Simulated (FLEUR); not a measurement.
## Collinear magnetic orders of MnO (Manganosite) with FLEUR

Does MnO (Manganosite) prefer parallel or opposed moments?

Calculated with FLEUR MaX-R8.1; PBE with U = 4 eV on Mn d; all-electron FLAPW, Dirac cores, scalar-relativistic bands.

Most raw output is cut from this account.

**1. Set-up**

Symmetry: Fm-3m, No. 225, cubic system. The conventional cell has a = 4.446 Å, b = 4.446 Å, c = 4.446 Å, α = 90.00°, β = 90.00°, γ = 90.00°. Mn has 6 O at 2.22 Å nearest. O has 6 Mn at 2.22 Å nearest. Farther neighbours and most contacts between anions are not listed.

Coordinates:

```xyz
2
Lattice="0.0000 2.2230 2.2230 2.2230 0.0000 2.2230 2.2230 2.2230 0.0000" Properties=species:S:1:pos:R:3 pbc="T T T"
Mn    0.0000    0.0000    0.0000
O     2.2230    2.2230    2.2230
```

**2. Start 1: ferro +**

The parallel start is the test of whether parallel moments hold. A Hubbard U acts on the open shell, since semilocal functionals spread its electrons too much.

inpgen writes inp.xml from crystal.txt; cutoffs, mixing, functional, smearing and local orbitals are then set in the file. The k list default-1 (kpts.xml, not shown) is a Γ-centred 6×6×6 mesh; where the ranks do not divide the number of points, some are split in two of half the weight.

inp.xml

```
<?xml version="1.0" encoding="UTF-8" standalone="no"?>
<fleurInput fleurInputVersion="0.39">
   <comment>
      MnO
   </comment>
   <calculationSetup>
      <cutoffs Kmax="4.05" Gmax="10.1" GmaxXC="10.1" numbands="0"/>
      <scfLoop itmax="130" minDistance="0.0001" maxIterBroyd="15" imix="Anderson" alpha="0.05" precondParam="0.0" spinf="2.0" sdNocoIR="T"/>
      <coreElectrons ctail="T" frcor="F" kcrel="0" coretail_lmax="0"/>
      <xcFunctional name="pbe" relativisticCorrections="F"/>
      <magnetism jspins="2"/>
      <soc l_soc="F" theta="0.0" phi="0.0" spav="F"/>
      <expertModes spex="0" secvar="F"/>
      <geometryOptimization l_f="F" forcealpha="1.0" forcemix="BFGS" epsdisp="0.00001" epsforce="0.00001"/>
      <ldaU l_linMix="F" mixParam="0.05" spinf="1.0"/>
   </calculationSetup>
   <cell>
      <bzIntegration valenceElectrons="21.0" mode="hist" fermiSmearingEnergy="0.0055124">
         <kPointListSelection listName="default-1"/>
         <xi:include xmlns:xi="http://www.w3.org/2001/XInclude" href="kpts.xml"> </xi:include>
      </bzIntegration>
      <xi:include xmlns:xi="http://www.w3.org/2001/XInclude" href="sym.xml"> </xi:include>
      <bulkLattice scale="1.0">
         <bravaisMatrix>
            <row-1>    0.0000000000000000     4.2008611749857998     4.2008611749857998</row-1>
            <row-2>    4.2008611749857998     0.0000000000000000     4.2008611749857998</row-2>
            <row-3>    4.2008611749857998     4.2008611749857998     0.0000000000000000</row-3>
         </bravaisMatrix>
      </bulkLattice>
   </cell>
   <atomSpecies>
      <species name="Manganese 4.500" element="Mn" atomicNumber="25">
         <mtSphere radius="2.62" gridPoints="867" logIncrement="0.014"/>
         <atomicCutoffs lmax="10" lnonsphr="8"/>
         <electronConfig flipSpins="F">
            <coreConfig>(1s1/2) (2s1/2) (2p1/2) (2p3/2)</coreConfig>
            <valenceConfig>(3s1/2) (3p1/2) (3p3/2) (4s1/2) (3d3/2) (3d5/2)</valenceConfig>
            <stateOccupation state="(3d3/2)" spinUp="1.75" spinDown="0.25"/>
            <stateOccupation state="(3d5/2)" spinUp="3.0" spinDown="0.0"/>
         </electronConfig>
         <energyParameters s="4" p="4" d="3" f="4"/>
         <ldaU l="2" U="4.0" J="0.0" l_amf="F"/>
         <lo type="SCLO" l="0" n="3" eDeriv="0"/>
         <lo type="SCLO" l="1" n="3" eDeriv="0"/>
      </species>
      <species name="Oxygen (O)" element="O" atomicNumber="8">
         <mtSphere radius="1.48" gridPoints="489" logIncrement="0.022"/>
         <atomicCutoffs lmax="6" lnonsphr="4"/>
         <electronConfig flipSpins="F">
            <coreConfig>(1s1/2)</coreConfig>
            <valenceConfig>(2s1/2) (2p1/2) (2p3/2)</valenceConfig>
            <stateOccupation state="(2p1/2)" spinUp="0.666667" spinDown="0.666667"/>
            <stateOccupation state="(2p3/2)" spinUp="1.333333" spinDown="1.333333"/>
         </electronConfig>
         <energyParameters s="2" p="2" d="3" f="4"/>
      </species>
   </atomSpecies>
   <atomGroups>
      <atomGroup species="Manganese 4.500">
         <relPos label="                   1">.0000000000 .0000000000 .0000000000</relPos>
         <force calculate="T" relaxXYZ="TTT"/>
      </atomGroup>
      <atomGroup species="Oxygen (O)">
         <relPos label="                   2">1.000/2.000 1.000/2.000 1.000/2.000</relPos>
         <force calculate="T" relaxXYZ="TTT"/>
      </atomGroup>
   </atomGroups>
   <output dos="F" band="F" slice="F">
      <bandDOS minEnergy="-.5*Htr" maxEnergy="0.5*Htr" sigma="0.015" storeEVData="T"/>
      <plotting iplot="0" polar="F">
         <plot TwoD="T" vec1="  1.0  0.0  0.0" vec2="  0.0  1.0  0.0" vec3="  0.0  0.0  1.0" zero="  0.0  0.0  0.0" file="plot"/>
      </plotting>
      <moessbauerParams electricFieldGradient="F" isomerShift="F" coreHyperfine="F" valenceHyperfine="F"/>
   </output>
</fleurInput>
```

crystal.txt

```
MnO
&input film=F cartesian=F /
0.00000000000  2.22300000000  2.22300000000
2.22300000000  0.00000000000  2.22300000000
2.22300000000  2.22300000000  0.00000000000
1.8897261246
1.0 1.0 1.0

2
25 0.00000000000  0.00000000000  0.00000000000 : 4.500
8 0.50000000000  0.50000000000  0.50000000000

&kpt div1=6 div2=6 div3=6 gamma=T /
```

Command:

```console
OMP_NUM_THREADS=1 inpgen -f crystal.txt > inpgen.log  # inp.xml is then edited as shown
OMP_NUM_THREADS=1 mpirun -n 4 fleur_MPI > fleur.log
```

Wall time 8.2 s (4 MPI ranks of Intel Xeon 6975P-C (Granite Rapids), shared host); peak memory 0.23 GiB; 29 s of CPU time.

Numbers from this step:

```
free energy                                                       : -33575.7760 eV
program's band gap on this mesh (in a metal only a level spacing) : 0.3254 eV
magnetization                                                     : 5 μB
final state                                                       : ferromagnetic
largest moment                                                    : 4.726 μB
```

After 19 cycles the largest moment stands at 4.73 μB.

**3. Start 2: antiferro q=(0,1/2,1/2) +-**

An opposed order shows whether neighbours prefer unlike signs.

This order needs a doubled cell of 4 atoms. The mesh is halved along the doubled vector, so that both cells sample the same points. The k list default-1 (kpts.xml, not shown) is a Γ-centred 6×3×6 mesh.

Edit inp.xml of step 2 so:

```diff
@@ -17,3 +17,3 @@
    <cell>
-      <bzIntegration valenceElectrons="21.0" mode="hist" fermiSmearingEnergy="0.0055124">
+      <bzIntegration valenceElectrons="42.0" mode="hist" fermiSmearingEnergy="0.0055124">
          <kPointListSelection listName="default-1"/>
@@ -25,4 +25,4 @@
             <row-1>    0.0000000000000000     4.2008611749857998     4.2008611749857998</row-1>
-            <row-2>    4.2008611749857998     0.0000000000000000     4.2008611749857998</row-2>
-            <row-3>    4.2008611749857998     4.2008611749857998     0.0000000000000000</row-3>
+            <row-2>    8.4017223499715996     0.0000000000000000     8.4017223499715996</row-2>
+            <row-3>    8.4017223499715996     4.2008611749857998     4.2008611749857998</row-3>
          </bravaisMatrix>
@@ -39,2 +39,16 @@
             <stateOccupation state="(3d5/2)" spinUp="3.0" spinDown="0.0"/>
+         </electronConfig>
+         <energyParameters s="4" p="4" d="3" f="4"/>
+         <ldaU l="2" U="4.0" J="0.0" l_amf="F"/>
+         <lo type="SCLO" l="0" n="3" eDeriv="0"/>
+         <lo type="SCLO" l="1" n="3" eDeriv="0"/>
+      </species>
+      <species name="Manganese -4.500" element="Mn" atomicNumber="25">
+         <mtSphere radius="2.62" gridPoints="867" logIncrement="0.014"/>
+         <atomicCutoffs lmax="10" lnonsphr="8"/>
+         <electronConfig flipSpins="F">
+            <coreConfig>(1s1/2) (2s1/2) (2p1/2) (2p3/2)</coreConfig>
+            <valenceConfig>(3s1/2) (3p1/2) (3p3/2) (4s1/2) (3d3/2) (3d5/2)</valenceConfig>
+            <stateOccupation state="(3d3/2)" spinUp="0.25" spinDown="1.75"/>
+            <stateOccupation state="(3d5/2)" spinUp="0.0" spinDown="3.0"/>
          </electronConfig>
@@ -62,4 +76,12 @@
       </atomGroup>
+      <atomGroup species="Manganese -4.500">
+         <relPos label="                   2">.0000000000 1.000/2.000 .0000000000</relPos>
+         <force calculate="T" relaxXYZ="TTT"/>
+      </atomGroup>
       <atomGroup species="Oxygen (O)">
-         <relPos label="                   2">1.000/2.000 1.000/2.000 1.000/2.000</relPos>
+         <relPos label="                   3">1.000/2.000 .0000000000 1.000/2.000</relPos>
+         <force calculate="T" relaxXYZ="TTT"/>
+      </atomGroup>
+      <atomGroup species="Oxygen (O)">
+         <relPos label="                   4">1.000/2.000 1.000/2.000 1.000/2.000</relPos>
          <force calculate="T" relaxXYZ="TTT"/>
```

crystal.txt

```
MnO
&input film=F cartesian=F /
0.00000000000  2.22300000000  2.22300000000
4.44600000000  0.00000000000  4.44600000000
4.44600000000  2.22300000000  2.22300000000
1.8897261246
1.0 1.0 1.0

4
25 0.00000000000  0.00000000000  0.00000000000 : 4.500
25 0.00000000000  0.50000000000  0.00000000000 : -4.500
8 0.50000000000  0.00000000000  0.50000000000
8 0.50000000000  0.50000000000  0.50000000000

&kpt div1=6 div2=3 div3=6 gamma=T /
```

It took 25 s on 4 MPI ranks; peak memory 0.43 GiB.

Spin moment in the muffin-tin sphere by atom:

| atom | spin moment in the muffin-tin sphere (μB) |
| --- | --- |
| Mn1 | 4.71 |
| Mn2 | -4.71 |
| O3 | -0.05 |
| O4 | 0.05 |

Numbers from this step:

- free energy: -67151.6559 eV
- program's band gap on this mesh (in a metal only a level spacing): 0.8819 eV
- magnetization: 0 μB
- final state: antiferromagnetic

It lies 51.9 meV a seeded atom under the first start, and its largest moment is 4.71 μB against 4.73 μB.

**4. Run 3 (antiferro q=(0,0,1/2) +-)**

The cell is doubled to 4 atoms to hold this order. The mesh is halved along the doubled vector, so that both cells sample the same points. The k list default-1 (kpts.xml, not shown) is a Γ-centred 6×6×3 mesh.

Edit inp.xml of step 3 so:

```diff
@@ -25,4 +25,4 @@
             <row-1>    0.0000000000000000     4.2008611749857998     4.2008611749857998</row-1>
-            <row-2>    8.4017223499715996     0.0000000000000000     8.4017223499715996</row-2>
-            <row-3>    8.4017223499715996     4.2008611749857998     4.2008611749857998</row-3>
+            <row-2>    4.2008611749857998     0.0000000000000000     4.2008611749857998</row-2>
+            <row-3>    8.4017223499715996     8.4017223499715996     0.0000000000000000</row-3>
          </bravaisMatrix>
@@ -77,3 +77,3 @@
       <atomGroup species="Manganese -4.500">
-         <relPos label="                   2">.0000000000 1.000/2.000 .0000000000</relPos>
+         <relPos label="                   2">.0000000000 .0000000000 1.000/2.000</relPos>
          <force calculate="T" relaxXYZ="TTT"/>
@@ -81,7 +81,4 @@
       <atomGroup species="Oxygen (O)">
-         <relPos label="                   3">1.000/2.000 .0000000000 1.000/2.000</relPos>
-         <force calculate="T" relaxXYZ="TTT"/>
-      </atomGroup>
-      <atomGroup species="Oxygen (O)">
-         <relPos label="                   4">1.000/2.000 1.000/2.000 1.000/2.000</relPos>
+         <relPos label="                   3">1.000/2.000 1.000/2.000 1.000/4.000</relPos>
+         <relPos label="                   4">1.000/2.000 1.000/2.000 -1.000/4.000</relPos>
          <force calculate="T" relaxXYZ="TTT"/>
```

crystal.txt

```
MnO
&input film=F cartesian=F /
0.00000000000  2.22300000000  2.22300000000
2.22300000000  0.00000000000  2.22300000000
4.44600000000  4.44600000000  0.00000000000
1.8897261246
1.0 1.0 1.0

4
25 0.00000000000  0.00000000000  0.00000000000 : 4.500
25 0.00000000000  0.00000000000  0.50000000000 : -4.500
8 0.50000000000  0.50000000000  0.25000000000
8 0.50000000000  0.50000000000  0.75000000000

&kpt div1=6 div2=6 div3=3 gamma=T /
```

Elapsed: 21 s, on 4 MPI ranks; peak memory 0.38 GiB.

Spin moment in the muffin-tin sphere by atom:

| atom | spin moment in the muffin-tin sphere (μB) |
| --- | --- |
| Mn1 | 4.65 |
| Mn2 | -4.65 |
| O3 | 0.00 |
| O4 | 0.00 |

This step gave:

```
free energy                                                       : -67151.6900 eV
program's band gap on this mesh (in a metal only a level spacing) : 2.003 eV
magnetization                                                     : 0 μB
final state                                                       : antiferromagnetic
```

It lies 69.0 meV a seeded atom under the first start, and its largest moment is 4.65 μB against 4.73 μB.

**5. Run 4 (no spin polarisation)**

A spinless run shows what the cell costs with no moments; under a U that can hold a penalty on part-filled orbitals beside the lost exchange.

The k list default-1 (kpts.xml, not shown) is a Γ-centred 6×6×6 mesh.

inp.xml

```
<?xml version="1.0" encoding="UTF-8" standalone="no"?>
<fleurInput fleurInputVersion="0.39">
   <comment>
      MnO
   </comment>
   <calculationSetup>
      <cutoffs Kmax="4.05" Gmax="10.1" GmaxXC="10.1" numbands="0"/>
      <scfLoop itmax="130" minDistance="0.0001" maxIterBroyd="15" imix="Anderson" alpha="0.05" precondParam="0.0" spinf="2.0" sdNocoIR="T"/>
      <coreElectrons ctail="T" frcor="F" kcrel="0" coretail_lmax="0"/>
      <xcFunctional name="pbe" relativisticCorrections="F"/>
      <magnetism jspins="1"/>
      <soc l_soc="F" theta="0.0" phi="0.0" spav="F"/>
      <expertModes spex="0" secvar="F"/>
      <geometryOptimization l_f="F" forcealpha="1.0" forcemix="BFGS" epsdisp="0.00001" epsforce="0.00001"/>
      <ldaU l_linMix="F" mixParam="0.05" spinf="1.0"/>
   </calculationSetup>
   <cell>
      <bzIntegration valenceElectrons="21.0" mode="hist" fermiSmearingEnergy="0.0055124">
         <kPointListSelection listName="default-1"/>
         <xi:include xmlns:xi="http://www.w3.org/2001/XInclude" href="kpts.xml"> </xi:include>
      </bzIntegration>
      <xi:include xmlns:xi="http://www.w3.org/2001/XInclude" href="sym.xml"> </xi:include>
      <bulkLattice scale="1.0">
         <bravaisMatrix>
            <row-1>    0.0000000000000000     4.2008611749857998     4.2008611749857998</row-1>
            <row-2>    4.2008611749857998     0.0000000000000000     4.2008611749857998</row-2>
            <row-3>    4.2008611749857998     4.2008611749857998     0.0000000000000000</row-3>
         </bravaisMatrix>
      </bulkLattice>
   </cell>
   <atomSpecies>
      <species name="Manganese (Mn)" element="Mn" atomicNumber="25">
         <mtSphere radius="2.62" gridPoints="867" logIncrement="0.014"/>
         <atomicCutoffs lmax="10" lnonsphr="8"/>
         <electronConfig flipSpins="F">
            <coreConfig>(1s1/2) (2s1/2) (2p1/2) (2p3/2)</coreConfig>
            <valenceConfig>(3s1/2) (3p1/2) (3p3/2) (4s1/2) (3d3/2) (3d5/2)</valenceConfig>
            <stateOccupation state="(3d3/2)" spinUp="1.000000" spinDown="1.000000"/>
            <stateOccupation state="(3d5/2)" spinUp="1.500000" spinDown="1.500000"/>
         </electronConfig>
         <energyParameters s="4" p="4" d="3" f="4"/>
         <ldaU l="2" U="4.0" J="0.0" l_amf="F"/>
         <lo type="SCLO" l="0" n="3" eDeriv="0"/>
         <lo type="SCLO" l="1" n="3" eDeriv="0"/>
      </species>
      <species name="Oxygen (O)" element="O" atomicNumber="8">
         <mtSphere radius="1.48" gridPoints="489" logIncrement="0.022"/>
         <atomicCutoffs lmax="6" lnonsphr="4"/>
         <electronConfig flipSpins="F">
            <coreConfig>(1s1/2)</coreConfig>
            <valenceConfig>(2s1/2) (2p1/2) (2p3/2)</valenceConfig>
            <stateOccupation state="(2p1/2)" spinUp="0.666667" spinDown="0.666667"/>
            <stateOccupation state="(2p3/2)" spinUp="1.333333" spinDown="1.333333"/>
         </electronConfig>
         <energyParameters s="2" p="2" d="3" f="4"/>
      </species>
   </atomSpecies>
   <atomGroups>
      <atomGroup species="Manganese (Mn)">
         <relPos label="                   1">.0000000000 .0000000000 .0000000000</relPos>
         <force calculate="T" relaxXYZ="TTT"/>
      </atomGroup>
      <atomGroup species="Oxygen (O)">
         <relPos label="                   2">1.000/2.000 1.000/2.000 1.000/2.000</relPos>
         <force calculate="T" relaxXYZ="TTT"/>
      </atomGroup>
   </atomGroups>
   <output dos="F" band="F" slice="F">
      <bandDOS minEnergy="-.5*Htr" maxEnergy="0.5*Htr" sigma="0.015" storeEVData="T"/>
      <plotting iplot="0" polar="F">
         <plot TwoD="T" vec1="  1.0  0.0  0.0" vec2="  0.0  1.0  0.0" vec3="  0.0  0.0  1.0" zero="  0.0  0.0  0.0" file="plot"/>
      </plotting>
      <moessbauerParams electricFieldGradient="F" isomerShift="F" coreHyperfine="F" valenceHyperfine="F"/>
   </output>
</fleurInput>
```

crystal.txt

```
MnO
&input film=F cartesian=F /
0.00000000000  2.22300000000  2.22300000000
2.22300000000  0.00000000000  2.22300000000
2.22300000000  2.22300000000  0.00000000000
1.8897261246
1.0 1.0 1.0

2
25 0.00000000000  0.00000000000  0.00000000000
8 0.50000000000  0.50000000000  0.50000000000

&kpt div1=6 div2=6 div3=6 gamma=T /
```

The job ended after 6.1 s (4 MPI ranks; peak memory 0.23 GiB).

Read from the output:

```yaml
free_energy: -33571.4652 eV
program_s_band_gap_on_this_mesh_in_a_metal_only_a_level_spacing: 0.005497 eV
final_state: non-magnetic (no spin polarisation)
```

It lies 4311 meV a seeded atom over the first start.

**6. Energies of the orders**

Free energies are divided by the number of seeded atoms, so that cells of unlike size compare. Wavevectors q in the names are fractions of the primitive cell's reciprocal vectors.

Orders:

| start | final state | typed order kept | energy over the lowest (meV a seeded atom) | largest sphere moment (μB) | net moment (μB a primitive cell) | mesh matched | CPU time (s) |
| --- | --- | --- | --- | --- | --- | --- | --- |
| ferro + | ferromagnetic | yes | 68.98 | 4.726 | 5 | yes | 29.41 |
| antiferro q=(0,1/2,1/2) +- | antiferromagnetic | yes | 17.07 | 4.706 | 0 | yes | 98.16 |
| antiferro q=(0,0,1/2) +- | antiferromagnetic | yes | 0 | 4.652 | 0 | yes | 80.34 |
| no spin polarisation | non-magnetic | - | 4380 | 0 | 0 | yes | 21.06 |

**7. Results**

```json
{"lowest state found": "antiferromagnetic (typed antiferro q=(0,0,1/2) +-)", "largest site spin moment": "4.65 μB", "next finished state": "antiferromagnetic, 17.1 meV a seeded atom higher", "spinless run over the lowest (under a U no clean measure of the moments)": "4380 meV a seeded atom"}
```

What this shows: The lowest state found is antiferromagnetic, reached from the start antiferro q=(0,0,1/2) +-, with moments up to 4.65 μB. The next finished state costs 17 meV a seeded atom. Under a U a spinless run can be left with part-filled orbitals, which the U penalises, or fall into a low-spin state, so its energy is no clean measure of what the moments gain. This is the lowest of 4 finished starts, no proof of the ground state.

[Logs and program files are shortened in this print: banners, set-up blocks, solver, clock and traceback lines can be left out without a mark of their own.]

[Logs are printed without paths, hosts, clocks, repeated set-up lines and the standing remarks that a program may print on its own settings, such as how far it seeks lower states.]

[Hosts, paths, dates, database ids (printed as entryN), source tags and the programs' standing remarks are cut or masked in the printed files.]

[Where a cell is said to come from a database of computed structures, the database is the Materials Project.]
